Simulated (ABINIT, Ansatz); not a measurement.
**Quasiparticle gap of Rb2NaYF6 (Fm-3m) in ABINIT**

Wanted: ground state, empty states, screening and self-energy for Rb2NaYF6 (Fm-3m).

Main program and level: ABINIT 10.8.3; PBEsol and many-body steps on it, plane waves.

### 1. The structure

It takes space group Fm-3m (No. 225, cubic). The conventional cell has a = 8.895 Å, b = 8.895 Å, c = 8.895 Å, α = 90.00°, β = 90.00°, γ = 90.00°. Nearest to Rb lie 12 F at 3.15 Å. Nearest to Na lie 6 F at 2.28 Å. Y has 6 F at 2.17 Å nearest. Nearest to F lie 1 Y at 2.17 Å and 1 Na at 2.28 Å and 4 Rb at 3.15 Å. Farther neighbours and most contacts between anions are not listed.

The cell and positions come from the Crystallography Open Database and are kept as given unless a step says otherwise.

### 2. Ground state

This step: ABINIT 10.8.3; DFT, PBEsol, plane waves, norm-conserving pseudopotentials.

The ground-state density comes first.

The input, run.abi:

```
acell 3*1.0 Angstrom
rprim 
  -0.000000000000 4.447500000000 4.447500000000
  4.447500000000 -0.000000000000 4.447500000000
  4.447500000000 4.447500000000 -0.000000000000
ntypat 4
znucl 37 11 39 9
natom 10
typat 1 1 2 3 4 4 4 4 4 4
xred 
  0.250000000000 0.250000000000 0.250000000000
  0.750000000000 0.750000000000 0.750000000000
  0.500000000000 0.500000000000 0.500000000000
  0.000000000000 -0.000000000000 -0.000000000000
  0.756000000000 0.244000000000 0.244000000000
  0.244000000000 0.756000000000 0.244000000000
  0.244000000000 0.756000000000 0.756000000000
  0.756000000000 0.244000000000 0.756000000000
  0.244000000000 0.244000000000 0.756000000000
  0.756000000000 0.756000000000 0.244000000000
pp_dirpath "pseudos"
pseudos "Rb.upf, Na.upf, Y.upf, F.upf"
ecut 38
ngkpt 4 4 4
nshiftk 1
shiftk 0 0 0
kptopt 1
chksymbreak 0
nband 49
occopt 1
tolvrs 1e-10
nstep 60
prtwf 0
optforces 0
optstress 0
indata_prefix "in"
outdata_prefix "out"
tmpdata_prefix "tmp"
```

Started as:

```sh
OMP_NUM_THREADS=1 mpirun -n 8 abinit run.abi > log
```

Numbers of over 12 decimals in the logs are rounded to 6 here.

Log:

```text
.Version 10.8.3 of ABINIT. v10.8.2 released Aug 2026.

 Symmetries : space group Fm -3 m (#225); Bravais cF (face-center cubic)
================================================================================
 Values of the parameters that define the memory need of the present run
     intxc =       0    ionmov =       0      iscf =       7    lmnmax =       6
     lnmax =       6     mgfft =      72  mpssoang =       3    mqgrid =    3001
     natom =      10  nloc_mem =       1    nspden =       1   nspinor =       1
    nsppol =       1      nsym =      48    n1xccc =    2501    ntypat =       4
    occopt =       1   xclevel =       2
-    mband =          49        mffmem =           1         mkmem =           1
       mpw =       13326          nfft =      373248          nkpt =           8
================================================================================
  Rough estimation (10% accuracy) of disk space for files :
================================================================================

--------------------------------------------------------------------------------
------------- Echo of variables that govern the present computation ------------
--------------------------------------------------------------------------------
 -outvars: echo values of preprocessed input variables --------
            acell      1.8897261259E+00  1.8897261259E+00  1.8897261259E+00 Bohr

      chksymbreak           0
             ecut      3.80000000E+01 Hartree
-          fftalg         312

              ixc     -116133
              kpt      0.00000000E+00  0.00000000E+00  0.00000000E+00
                       2.50000000E-01  0.00000000E+00  0.00000000E+00
                       5.00000000E-01  0.00000000E+00  0.00000000E+00
                       2.50000000E-01  2.50000000E-01  0.00000000E+00
                       5.00000000E-01  2.50000000E-01  0.00000000E+00
                      -2.50000000E-01  2.50000000E-01  0.00000000E+00
                       5.00000000E-01  5.00000000E-01  0.00000000E+00
                      -2.50000000E-01  5.00000000E-01  2.50000000E-01
         kptrlatt        4    0    0      0    4    0      0    0    4
          kptrlen      4.75433537E+01
P           mkmem           1
            natom          10
            nband          49
            ngfft          72      72      72
             nkpt           8
            nstep          60
             nsym          48
           ntypat           4
              occ      2.000000  2.000000  2.000000  2.000000  2.000000  2.000000
                       2.000000  2.000000  2.000000  2.000000  2.000000  2.000000
                       2.000000  2.000000  2.000000  2.000000  2.000000  2.000000
                       2.000000  2.000000  2.000000  2.000000  2.000000  2.000000
                       2.000000  2.000000  2.000000  2.000000  2.000000  2.000000
                       2.000000  2.000000  2.000000  2.000000  2.000000  2.000000
                       2.000000  2.000000  2.000000  2.000000  0.000000  0.000000
                       0.000000  0.000000  0.000000  0.000000  0.000000  0.000000
                       0.000000
        optforces           0
        optstress           0
            prtwf           0
            rprim     -0.0000000000E+00  4.4475000000E+00  4.4475000000E+00
                       4.4475000000E+00 -0.0000000000E+00  4.4475000000E+00
                       4.4475000000E+00  4.4475000000E+00 -0.0000000000E+00
          spgroup         225

           tolvrs      1.00000000E-10

             xred      2.5000000000E-01  2.5000000000E-01  2.5000000000E-01
                       7.5000000000E-01  7.5000000000E-01  7.5000000000E-01
[...]
znucl       37.00000   11.00000   39.00000    9.00000

================================================================================

 chkinp: Checking input parameters for consistency.

================================================================================
== DATASET  1 ==================================================================
-   mpi_nproc: 8, omp_nthreads: 1 (-1 if OMP is not activated)

--- !DatasetInfo
iteration_state: {dtset: 1, }
dimensions: {natom: 10, nkpt: 8, mband: 49, nsppol: 1, nspinor: 1, nspden: 1, mpw: 13326, }
cutoff_energies: {ecut:  38.0, pawecutdg:  -1.0, }
electrons: {nelect:   8.00000000E+01, charge:   0.00000000E+00, occopt:   1.00000000E+00, tsmear:   1.00000000E-02, }

 Real(R)+Recip(G) space primitive vectors, cartesian coordinates (Bohr,Bohr^-1):
 R(1)=  0.0000000  8.4045569  8.4045569  G(1)= -0.0594915  0.0594915  0.0594915
 R(2)=  8.4045569  0.0000000  8.4045569  G(2)=  0.0594915 -0.0594915  0.0594915
 R(3)=  8.4045569  8.4045569  0.0000000  G(3)=  0.0594915  0.0594915 -0.0594915
 Unit cell volume ucvol=  1.1873383E+03 bohr^3
 Angles (23,13,12)=  6.00000000E+01  6.00000000E+01  6.00000000E+01 degrees

 getcut: wavevector=  0.0000  0.0000  0.0000  ngfft=  72  72  72
         ecut(hartree)=     38.000   => boxcut(ratio)=   2.18296

--- Pseudopotential description ------------------------------------------------
- Rb Generated using ONCVPSP code by D. R. Hamann
- 37.00000   9.00000  180301                  znucl, zion, pspdat
12 -116133 2 -1 2280                          pspcod,pspxc,lmax,lloc,mmax
     nproj     2     2     2
  pspatm : epsatm=   34.48401057
[...]
nproj     2     2     1
  pspatm : epsatm=    4.89824381
         --- l  ekb(1:nproj) -->
[...]
2   -2.394754
 pspatm: atomic psp has been read  and splines computed

   1.00987662E+04                                ecore*ucvol(ha*bohr**3)
--------------------------------------------------------------------------------

_setup2: Arith. and geom. avg. npw (full set) are   13286.328   13286.298

================================================================================

--- !BeginCycle
iteration_state: {dtset: 1, }
solver: {iscf: 7, nstep: 60, nline: 4, wfoptalg: 0, }
tolerances: {tolvrs: 1.00E-10, }

     iter   Etot(hartree)      deltaE(h)  residm     vres2
 ETOT  1  -287.89293507034    -2.879E+02 2.346E-01 1.765E+03
 ETOT  2  -288.35036796861    -4.574E-01 5.372E-02 8.334E+02
 ETOT  3  -288.54197975879    -1.916E-01 8.407E-03 1.869E+02
 ETOT  4  -288.56255744565    -2.058E-02 8.225E-03 5.749E+00
 ETOT  5  -288.56293817781    -3.807E-04 1.274E-03 1.035E+00
 ETOT  6  -288.56304593108    -1.078E-04 1.161E-03 1.626E-01
 ETOT  7  -288.56305041749    -4.486E-06 5.019E-04 2.811E-02
 ETOT  8  -288.56305275140    -2.334E-06 3.634E-04 5.115E-04
 ETOT  9  -288.56305278497    -3.357E-08 1.874E-04 1.492E-05
 ETOT 10  -288.56305278537    -4.028E-10 1.263E-04 1.017E-06
 ETOT 11  -288.56305278541    -4.275E-11 6.559E-05 2.390E-08
 ETOT 12  -288.56305278544    -3.183E-11 4.264E-05 1.555E-09
 ETOT 13  -288.56305278541     3.240E-11 2.248E-05 6.547E-11

 At SCF step   13       vres2   =  6.55E-11 < tolvrs=  1.00E-10 =>converged.

--- !ResultsGS
iteration_state: {dtset: 1, }
comment   : Summary of ground state results
lattice_vectors:
- [ -0.0000000,   8.4045569,   8.4045569, ]
- [  8.4045569,  -0.0000000,   8.4045569, ]
- [  8.4045569,   8.4045569,  -0.0000000, ]
lattice_lengths: [  11.88584,   11.88584,   11.88584, ]
lattice_angles: [ 60.000,  60.000,  60.000, ] # degrees, (23, 13, 12)
lattice_volume:   1.1873383E+03
convergence: {deltae:  3.240E-11, res2:  6.547E-11, residm:  2.248E-05, diffor:  0.000E+00, }
etotal    :  -2.88563053E+02
entropy   :   0.00000000E+00
fermie    :  -4.57028235E-02
cartesian_stress_tensor: null
pressure_GPa: null
xred      :
- [  2.5000E-01,   2.5000E-01,   2.5000E-01, Rb]
- [  7.5000E-01,   7.5000E-01,   7.5000E-01, Rb]
- [  5.0000E-01,   5.0000E-01,   5.0000E-01, Na]
- [  0.0000E+00,   0.0000E+00,   0.0000E+00,  Y]
- [  7.5600E-01,   2.4400E-01,   2.4400E-01,  F]
- [  2.4400E-01,   7.5600E-01,   2.4400E-01,  F]
- [  2.4400E-01,   7.5600E-01,   7.5600E-01,  F]
- [  7.5600E-01,   2.4400E-01,   7.5600E-01,  F]
- [  2.4400E-01,   2.4400E-01,   7.5600E-01,  F]
- [  7.5600E-01,   7.5600E-01,   2.4400E-01,  F]
cartesian_forces: null
force_length_stats: {min: null, max: null, mean: null, }

 Integrated electronic density in atomic spheres:
 ------------------------------------------------
 Atom  Sphere_radius  Integrated_density
[...]
================================================================================

 ----iterations are completed or convergence reached----

 Mean square residual over all n,k,spin=   90.826E-09; max=  22.475E-06
 reduced coordinates (array xred) for   10 atoms
[...]
0.244000000000      0.756000000000      0.244000000000
       0.244000000000      0.756000000000      0.756000000000
       0.756000000000      0.244000000000      0.756000000000
       0.244000000000      0.244000000000      0.756000000000
       0.756000000000      0.756000000000      0.244000000000
 rms dE/dt=  0.0000E+00; max dE/dt=  0.0000E+00; dE/dt below (all hartree)
    1       0.000000000000      0.000000000000      0.000000000000
    2       0.000000000000      0.000000000000      0.000000000000
    3       0.000000000000      0.000000000000      0.000000000000
    4       0.000000000000      0.000000000000      0.000000000000
    5       0.000000000000      0.000000000000      0.000000000000
    6       0.000000000000      0.000000000000      0.000000000000
    7       0.000000000000      0.000000000000      0.000000000000
    8       0.000000000000      0.000000000000      0.000000000000
    9       0.000000000000      0.000000000000      0.000000000000
   10       0.000000000000      0.000000000000      0.000000000000

 cartesian coordinates (angstrom) at end:
[...]
6      4.447500     2.170380     4.447500
    7      6.724620     4.447500     4.447500
    8      4.447500     6.724620     4.447500
    9      4.447500     4.447500     2.170380
   10      4.447500     4.447500     6.724620
 length scales=  1.889726125908  1.889726125908  1.889726125908 bohr
              =  1.000000000000  1.000000000000  1.000000000000 angstroms
 prteigrs : about to open file out_EIG
 Fermi (or HOMO) energy (hartree) =  -0.04570   Average Vxc (hartree)=  -0.33228
 Eigenvalues (hartree) for nkpt=   8  k points:
 kpt#   1, nband= 49, wtk=  0.01563, kpt=  0.0000  0.0000  0.0000 (reduced coord)
  -1.74077   -1.43588   -0.88064   -0.87928   -0.77917   -0.77917   -0.77917   -0.74580
  -0.74283   -0.74283   -0.71615   -0.71615   -0.71615   -0.66316   -0.66316   -0.66316
  -0.30223   -0.30223   -0.30223   -0.29539   -0.29539   -0.29539   -0.11228   -0.09688
  -0.09688   -0.08833   -0.08833   -0.08833   -0.07480   -0.07480   -0.07480   -0.06085
  -0.06085   -0.06085   -0.05177   -0.05177   -0.05177   -0.04570   -0.04570   -0.04570
   0.19397    0.26020    0.26020    0.26020    0.28795    0.28795    0.31193    0.31193
   0.31193
 prteigrs : prtvol=0 or 1, do not print more k-points.

--- !EnergyTerms
iteration_state     : {dtset: 1, }
comment             : Components of total free energy in Hartree
kinetic             :  1.50710449284364E+02
hartree             :  8.67310085376343E+01
xc                  : -6.14273618516735E+01
Ewald energy        : -1.78875740395836E+02
psp_core            :  8.50538253472806E+00
local_psp           : -2.65639754727941E+02
non_local_psp       : -2.85670361666864E+01
total_energy        : -2.88563052785411E+02
total_energy_eV     : -7.85220068566322E+03
band_energy         : -3.34830807179627E+01

== END DATASET(S) ==============================================================
================================================================================

 -outvars: echo values of variables after computation  --------
           etotal     -2.8856305279E+02
            nband          49
             nkpt           8
          spgroup         225
 [... the other variables as echoed above ...]

 Calculation completed.
```

It took 91 s on 8 MPI ranks of Intel Xeon Platinum 8259CL at 2.50GHz (Skylake/Cascade Lake), shared host; peak memory 1.3 GiB.

Numbers from this step:

| Item | Value |
| --- | --- |
| total energy | -7852.2007 eV |
| gap | 6.522 eV |
| k of the valence top | 0, 0, 0 |
| k of the conduction bottom | 0, 0, 0 |
| least direct gap | 6.522 eV |

The gap is direct, at Γ.

[end of part 1 of 3]

[Paths, hosts, dates, memory and timing lines, banners, echoed tables and standing remarks are left out of the program output.]

[Logs are printed without paths, hosts, clocks, repeated set-up lines and the standing remarks that a program may print on its own settings, such as how far it seeks lower states.]

[Runs of the session that timed out or met a known fault of the program may be left out.]

[Hosts, paths, dates, database ids (printed as entryN), source tags and the programs' standing remarks are cut or masked in the printed files.]

[G0W0 gaps are taken among the corrected bands and points alone; a level outside them can change the order at an edge.]

[Where Ansatz stands beside ABINIT at settings called matched, ABINIT's density can come from a denser mesh and the files from another edition; pairs whose starting gaps differed by over 0.03 eV were left out, so agreement reads better than it is.]
